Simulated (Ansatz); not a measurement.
# A thicker film of GaN (110) from two thinner ones

In a field along its normal an insulating film takes a dipole p. Written as a length, p/(ε₀AE), it should grow by 1 − 1/ε for each ångström added.

**Method.** Ansatz 0.2.0, plane waves with PAW datasets (its set soft_2), PBE; zincblende films relaxed at a bulk in-plane lattice constant near the measured one, then held in weak fields of both signs with a dipole correction (A is the cell's area, E the outer field).

```
     run  distance between the outer atoms (Å)  p/(ε₀AE) (Å)
 5 units                                 6.566         7.537
 8 units                                11.417        11.603
12 units                                17.888             ?
```

**Question.** What value belongs in the row marked “?”, and how far can the other rows tell?

Two rows fix a line: slope = (11.603 − 7.537) / (11.417 − 6.566) = 0.8382, intercept 2.0333. That slope means ε = 1/(1 − 0.8382) = 6.18. At 17.888 it gives 0.8382 × 17.888 + 2.0333 = 17.027 Å, beyond the rows fitted. Rounding of the rows alone allows about ±0.003 Å there; two rows can't show whether the line holds.

The run itself gives 17.018 Å: a miss of −0.009 Å, or 0.1 % of the value. The length is met to within 1 %, though ε is more sensitive than the length: the two thickest films give ε = 6.13.

Caveats: This is the electronic response alone. A unit is one step of the cut along the normal (a plane, a pair of planes or a cell), and the layers relax along it, away from their bulk spacing where the functional's lattice constant differs from the one held.

[Logs are printed without paths, hosts, clocks, repeated set-up lines and the standing remarks that a program may print on its own settings, such as how far it seeks lower states.]
